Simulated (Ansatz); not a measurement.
# Pnnm (COD entry) AlH3, size series (288 atoms) under strain

How stiff is Pnnm (COD entry) AlH3, size series (288 atoms), and how do its levels respond to strain?

Calculated with Ansatz 0.2.0; Kohn-Sham DFT, LDA, PAW (set soft_2), plane waves.

## (1) Starting point

The cell holds 288 atoms: 72 Al and 216 H. Its edges and angles: a = 16.142 Å, b = 14.711 Å, c = 11.550 Å, α = 90.0°, β = 90.0°, γ = 90.0°. It derives from AlH3 (Pnnm, COD entry), repeated 3×2×2. Pnnm (COD entry) AlH3 (cell 5.381, 7.356, 5.775, 90, 90, 90), 3 x 2 x 2 conventional cells; ideal positions.

What the set-up can't give: Sampling is at Γ alone.

## (2) Single point at the start

A single point comes first, to see the forces before anything moves.

input.yaml

```yaml
crystal:
  lattice:
    - [16.1418, 0.0, 0.0]
    - [0.0, 14.711, 0.0]
    - [0.0, 0.0, 11.5502]
  atoms:
    - { symbol: Al, position: [0.0, 0.0, 0.25] }
    - { symbol: Al, position: [0.16667, 0.25, 0.0] }
    - { symbol: Al, position: [0.26247, 0.04243, 0.0] }
    - { symbol: Al, position: [0.07086, 0.45757, 0.0] }
    - { symbol: Al, position: [0.23753, 0.29243, 0.25] }
    - { symbol: Al, position: [0.09581, 0.20757, 0.25] }
    - { symbol: H, position: [0.0, 0.25, 0.25] }
    - { symbol: H, position: [0.16667, 0.0, 0.0] }
    - { symbol: H, position: [0.25407, 0.03885, 0.1544] }
    - { symbol: H, position: [0.07927, 0.46115, 0.1544] }
    - { symbol: H, position: [0.24593, 0.28885, 0.0956] }
    - { symbol: H, position: [0.0874, 0.21115, 0.0956] }
    - { symbol: H, position: [0.07927, 0.46115, 0.3456] }
    - { symbol: H, position: [0.25407, 0.03885, 0.3456] }
    - { symbol: H, position: [0.0874, 0.21115, 0.4044] }
    - { symbol: H, position: [0.24593, 0.28885, 0.4044] }
    - { symbol: H, position: [0.0312, 0.0651, 0.0] }
    - { symbol: H, position: [0.30213, 0.4349, 0.0] }
    - { symbol: H, position: [0.13547, 0.3151, 0.25] }
    - { symbol: H, position: [0.19787, 0.1849, 0.25] }
    - { symbol: H, position: [0.20833, 0.13875, 0.0] }
    - { symbol: H, position: [0.125, 0.36125, 0.0] }
    - { symbol: H, position: [0.29167, 0.38875, 0.25] }
    - { symbol: H, position: [0.04167, 0.11125, 0.25] }
    - { symbol: Al, position: [0.0, 0.0, 0.75] }
    - { symbol: Al, position: [0.16667, 0.25, 0.5] }
    - { symbol: Al, position: [0.26247, 0.04243, 0.5] }
    - { symbol: Al, position: [0.07086, 0.45757, 0.5] }
    - { symbol: Al, position: [0.23753, 0.29243, 0.75] }
    - { symbol: Al, position: [0.09581, 0.20757, 0.75] }
    - { symbol: H, position: [0.0, 0.25, 0.75] }
    - { symbol: H, position: [0.16667, 0.0, 0.5] }
    [... 250 atom lines left out ...]
    - { symbol: H, position: [0.80213, 0.8151, 0.75] }
    - { symbol: H, position: [0.86453, 0.6849, 0.75] }
    - { symbol: H, position: [0.875, 0.63875, 0.5] }
    - { symbol: H, position: [0.79167, 0.86125, 0.5] }
    - { symbol: H, position: [0.95833, 0.88875, 0.75] }
    - { symbol: H, position: [0.70833, 0.61125, 0.75] }
kpoints:
  mp_grid: { grid: [1, 1, 1] }
hamiltonian:
  xc: lda
scf:
  occupations: { method: gaussian, width: 0.05 }
output:
  forces: true
```

Run with:

```console
ansatz run input.yaml --threads 4 --pin off --max-ram 8192MiB --backend cpu --events-out ev --progress --plain --runs-dir out
```

Numbers of over 12 decimals in the logs are rounded to 6 here.

Output:

```text
Warning: the atoms were moved onto the symmetric positions of the space group found under crystal.symmetry.tolerance 1.0e-5 (fractional; no operation is sought that the atoms, as they stand in a round, miss by more than twice it, and no atom is moved by as much as it), and the run uses the moved positions. [...]
Engine: ansatz 0.2.0, x86_64-unknown-linux-gnu
Pseudopotentials: kind: paw
Pseudopotential: Al, paw, valence charge 3, recommended cutoff 420 eV (normal), Al.paw.azcp
Pseudopotential: H, paw, valence charge 1, recommended cutoff 420 eV (normal), H.paw.azcp
[... 3 lines on functional and potentials left out ...]
Crystal: 288 atoms, lattice volume = 2742.734 Å³
Basis set: ecut = 420 eV, 53611 PW (Γ)
Bands: 504, of which v1, the nominal top of the filled ones, is band 216 counted from 1 (215 counted from 0)
Symmetry: 96 space group operations
Space group: Pnnm (ITA 58), of the structure as read, at distance tolerance 1.4e-4 Å
k-points: 1
[... 6 lines on functional and potentials left out ...]
Initial density: superposition of atomic densities (neutral atoms: chi_scale 0, normalization atom), corrected by the library's trained network
Initial wavefunctions: pseudopotential atomic-orbital guess
Functional: x = slater, c = lda
SCF iter   1: F=—  HF=-40291.712263 eV  |F-HF|=—  |Δ(HF+E_count)|=         —  Δρ=1.25e-2  dr2=3.65e0  ethr=1.77e-3  ⟨swp⟩=7.0  Hψ=2506  notcnv=0  defer=125
preconditioner: auto → Resta (q_TF=auto, 2.005 Å⁻¹)  ε∞=2.9  [insulator: Δε(μ)=2.939 eV  Ē_g=10.706 eV  σ=0.050 eV  W_gap=1.00  n_scr=364 (ndim 8)  ℏωp=14.7 eV  f_vac=0.000  D(μ)=0.00/eV (n_scr^D=0)  ε∞_Penn≈2.9]
SCF iter   2: F=—  HF=-40290.520119 eV  |F-HF|=—  |Δ(HF+E_count)|=    1.19e0  Δρ=5.11e-3  dr2=6.16e-1  ethr=8.44e-4  ⟨swp⟩=2.0  Hψ=587  notcnv=0  defer=194
SCF iter   3: F=—  HF=-40290.293352 eV  |F-HF|=—  |Δ(HF+E_count)|=   2.27e-1  Δρ=5.12e-4  dr2=7.33e-3  ethr=1.43e-4  ⟨swp⟩=2.0  Hψ=424  notcnv=0  defer=26
automatic band count: iteration 3 solves 250 bands in place of 504: the levels show a gap, and the empty bands left out lie too high to hold charge; the band table lists the bands solved (type scf.n_extra_bands for more)
SCF iter   4: F=—  HF=-40290.293497 eV  |F-HF|=—  |Δ(HF+E_count)|=   1.45e-4  Δρ=9.09e-5  dr2=2.35e-4  ethr=1.70e-6  ⟨swp⟩=3.0  Hψ=406  notcnv=0  defer=26
SCF iter   5: F=—  HF=-40290.293562 eV  |F-HF|=—  |Δ(HF+E_count)|=   6.52e-5  Δρ=1.81e-5  dr2=1.05e-5  ethr=5.45e-8  ⟨swp⟩=2.0  Hψ=440  notcnv=0  defer=26
SCF iter   6: F=—  HF=-40290.293586 eV  |F-HF|=—  |Δ(HF+E_count)|=   2.37e-5  Δρ=2.78e-6  dr2=2.75e-7  ethr=2.44e-9  ⟨swp⟩=3.0  Hψ=498  notcnv=0  defer=26
SCF iter   7: F=-40290.293586 eV  HF=-40290.293586 eV  |F-HF|=3.57e-9  |Δ(HF+E_count)|=   1.04e-7  Δρ=4.74e-7  dr2=9.14e-9  ethr=2.31e-11  ⟨swp⟩=4.0  Hψ=768  notcnv=0
SCF 1 converged in 7 iterations: F = -40290.293586 eV  dr2 = 9.14e-9
  greatest PAW one-centre occupation: 0.403 electrons in one spin orbital (limit 2), on the Al atom at site 269 (counted from 0), in its partial waves of l = 0
SCF converged after 7 iterations
Free energy (F): -40290.293586 eV
Harris-Foulkes:  -40290.293586 eV  (|F-HF|=3.57e-9)
Internal energy: -40290.293586 eV  (E = F + TS)
E sigma→0 (E₀):  -40290.293586 eV
Fermi energy:    1.999320 eV
--- Per-component energies (eV) ---
  E_band       = -1268.457189
  E_kinetic    = 4641.763161
  E_local      = -4360.375892  (includes V_loc(G=0)·N_el)
  E_nonlocal   = 1043.795944
  E_hartree    = 1203.281261
  E_xc         = -4725.995257
  E_vxc        = -4584.857502  (∫ρ·V_xc dr)
  E_paw        = -32014.766232  (= ΣΔE_a)
  E_vpaw       = -415.083314  (= ΣTr[D̂ρ^β])
  E_aug_tail   = -0.261939  (compensation charges beyond the density's cutoff)
  E_ewald      = -6081.746222
  E_core_change = 4.011590  (= ΣΔE_core)
  E_smearing   = -0.000000  (= −TS)
  E_closure    = -0.000000  (closes the sum)
  Σ components = -40290.293586   (vs F -40290.293586, Δ=0.00e0)
--- Forces (eV/Å), atoms counted from 1 ---
  atom   1  Al     0.00000000     0.00000000    -0.00000000
  atom   2  Al    -0.00000000    -0.00000000    -0.00000000
  atom   3  Al    -0.50068848    -0.10672134     0.00000000
  atom   4  Al     0.50068848     0.10672134     0.00000000
  atom   5  Al     0.50068848    -0.10672134     0.00000000
  atom   6  Al    -0.50068848     0.10672134     0.00000000
  atom   7  H      0.00000000    -0.00000000    -0.00000000
  atom   8  H     -0.00000000    -0.00000000    -0.00000000
  atom   9  H      0.55110945    -0.14394637    -0.26249682
  atom  10  H     -0.55110945     0.14394637    -0.26249682
  atom  11  H     -0.55110945    -0.14394637     0.26249682
  atom  12  H      0.55110945     0.14394637     0.26249682
  atom  13  H     -0.55110945     0.14394637     0.26249682
  atom  14  H      0.55110945    -0.14394637     0.26249682
[...]
atom 287  H     -0.04810698     0.74172368    -0.00000000
  atom 288  H      0.04810698    -0.74172368    -0.00000000
  max |Σ_I F_I| component: 3.66e-15 eV/Å
```

Elapsed: 37 s, on 4 threads of AMD EPYC 7R43, shared host; peak memory 3.3 GiB; 2.1 min of CPU time.

Reading the cycles: dr2 is the Hartree energy of the density residual (eV), the measure of convergence; HF is the Harris–Foulkes estimate of the energy, which meets the free energy F at convergence.

The program notes that positions were snapped to a detected symmetry.

The r.m.s. force at the start is 0.35 eV/Å.

## (3) Cell and atoms relaxed

The cell is relaxed with the atoms, since the starting lattice needn't suit this functional.

input.yaml

```yaml
crystal:
  lattice:
    - [16.1418, 0.0, 0.0]
    - [0.0, 14.711, 0.0]
    - [0.0, 0.0, 11.5502]
  atoms:
    [... the 288 atom lines of step 2 ...]
kpoints:
  mp_grid: { grid: [1, 1, 1] }
hamiltonian:
  xc: lda
scf:
  occupations: { method: gaussian, width: 0.05 }
output:
  forces: true
relax:
  f_tol: 0.05
  max_steps: 150
  cell: {}
```

Output:

```text
[...]
Crystal: 288 atoms, lattice volume = 2742.734 Å³
Basis set: ecut = 420 eV, 53611 PW (Γ)
Bands: 504, of which v1, the nominal top of the filled ones, is band 216 counted from 1 (215 counted from 0)
Symmetry: 96 space group operations
[...]
k-points: 1
[...]
SCF iter   1: F=—  HF=-40291.712264 eV  |F-HF|=—  |Δ(HF+E_count)|=         —  Δρ=1.25e-2  dr2=3.65e0  ethr=1.77e-3  ⟨swp⟩=7.0  Hψ=2506  notcnv=0  defer=126
[...]
SCF iter   6: F=—  HF=-40290.293586 eV  |F-HF|=—  |Δ(HF+E_count)|=   2.88e-5  Δρ=2.60e-6  dr2=2.31e-7  ethr=2.12e-9  ⟨swp⟩=2.0  Hψ=375  notcnv=0  defer=280
SCF iter   7: F=-40290.293586 eV  HF=-40290.293586 eV  |F-HF|=1.72e-9  |Δ(HF+E_count)|=   8.95e-8  Δρ=4.81e-7  dr2=1.00e-8  ethr=2.31e-11  ⟨swp⟩=4.0  Hψ=951  notcnv=0
SCF 1 converged in 7 iterations: F = -40290.293586 eV  dr2 = 1.00e-8
[...]
relax step   1: F+E_penalty+E_count = -40290.29358602 eV  Δ(F+E_penalty+E_count) = +0.000e0 eV  max|allowed force component| = 7.424e-1 eV/Å  Δτ_max = 0.0000 Å  P = -1.874 GPa  Ω = 2742.734 Å³  (7 SCF iters, dr2 threshold 1.00e-7 eV, accepted)
[...]
relax step   2: F+E_penalty+E_count = -40298.31766758 eV  Δ(F+E_penalty+E_count) = -8.024e0 eV  max|allowed force component| = 3.274e-1 eV/Å  Δτ_max = 0.1948 Å  P = -0.604 GPa  Ω = 2764.927 Å³  energy of the carried Pulay correction = -2.310e-2 eV  (5 SCF iters, dr2 threshold 2.88e-5 eV, accepted)
[...]
relax step   3: F+E_penalty+E_count = -40299.93715421 eV  Δ(F+E_penalty+E_count) = -1.619e0 eV  max|allowed force component| = 4.173e-1 eV/Å  Δτ_max = 0.1948 Å  P = -0.207 GPa  Ω = 2698.838 Å³  energy of the carried Pulay correction = +4.625e-2 eV  (5 SCF iters, dr2 threshold 1.59e-5 eV, accepted)
[...]
relax step   4: F+E_penalty+E_count = -40300.43396489 eV  Δ(F+E_penalty+E_count) = -4.968e-1 eV  max|allowed force component| = 4.375e-2 eV/Å  Δτ_max = 0.0315 Å  P = -0.021 GPa  Ω = 2688.576 Å³  energy of the carried Pulay correction = +5.717e-2 eV  (5 SCF iters, dr2 threshold 1.09e-5 eV, accepted)
[...]
relax step   5: F+E_penalty+E_count = -40300.44951045 eV  Δ(F+E_penalty+E_count) = -1.555e-2 eV  max|allowed force component| = 1.250e-2 eV/Å  Δτ_max = 0.0058 Å  P = +0.001 GPa  Ω = 2684.099 Å³  energy of the carried Pulay correction = +6.194e-2 eV  (5 SCF iters, dr2 threshold 4.51e-8 eV, accepted)
[...]
relax step   6: F+E_penalty+E_count = -40300.39496504 eV  Δ(F+E_penalty+E_count) = +5.455e-2 eV  max|allowed force component| = 1.251e-2 eV/Å  Δτ_max = 0.0000 Å  P = -0.024 GPa  Ω = 2684.099 Å³  stress off target by 4.27e-2 GPa  SCF on the basis re-selected at this cell (its energy is not comparable with the rows above)  (3 SCF iters)
basis re-selected at this cell: Δ(F+E_penalty+E_count) = +5.455e-2 eV, ΔP = -0.024 GPa vs the last step (what re-selecting the basis moved, of the pressure what is left beyond the Pulay correction that the steps carried, after the strain that the cell walked since its last selection, [...]
SCF converged after 3 iterations
Free energy (F): -40300.394965 eV
[...]
Internal energy: -40300.394965 eV  (E = F + TS)
E sigma→0 (E₀):  -40300.394965 eV
Fermi energy:    2.182601 eV
[...]
Σ components = -40300.394965   (vs F -40300.394965, Δ=0.00e0)
--- Forces (eV/Å), atoms counted from 1 ---
  atom   1  Al    -0.00000000    -0.00000000     0.00000000
  atom   2  Al     0.00000000    -0.00000000    -0.00000000
  atom   3  Al     0.01251500    -0.00265836    -0.00000000
  atom   4  Al    -0.01251500     0.00265836     0.00000000
[...]
atom 288  H     -0.00176257    -0.00297037    -0.00000000
  max |Σ_I F_I| component: 2.47e-17 eV/Å
--- Stress (GPa, compression-positive) ---
        0.008697       0.000000      -0.000000
        0.000000      -0.037049       0.000000
       -0.000000       0.000000      -0.042667
  P = ⅓ Tr σ = -0.0237 GPa (-0.237 kbar)
--- Relaxed structure (5 steps of the walk, 5 accepted, 1 SCFs on fresh bases) ---
  F+E_penalty+E_count = -40300.39496504 eV   max|allowed force component| = 1.251e-2 eV/Å   (the final SCF, on the basis selected at the relaxed cell)
  cell:  # Å, volume = 2684.0992 Å³
    - [16.155356, 0, 0]
    - [0, 14.510999, 0]
    - [0, 0, 11.449452]
  atoms:
    - { symbol: Al, position: [6.98540596082794e-19, 0, 0.250000] }
    - { symbol: Al, position: [0.166667, 0.250000, 1.0847048914832868e-19] }
    - { symbol: Al, position: [0.263230, 0.043040, 1.084704891483282e-19] }
    - { symbol: Al, position: [0.070103, 0.456960, 1.0847048914832854e-19] }
[...]
- { symbol: H, position: [0.727586, 0.597427, 0.75] }
```

Wall time 3.9 min (4 threads); peak memory 3.3 GiB; 14 min of CPU time.

The relaxation converged after 5 steps, with a largest force component of 0.013 eV/Å.

(Part 1 of 3 ends here.)

[Logs are printed without paths, hosts, clocks, repeated set-up lines and the standing remarks that a program may print on its own settings, such as how far it seeks lower states.]

[Hosts, paths, dates, database ids (printed as entryN), source tags and the programs' standing remarks are cut or masked in the printed files.]
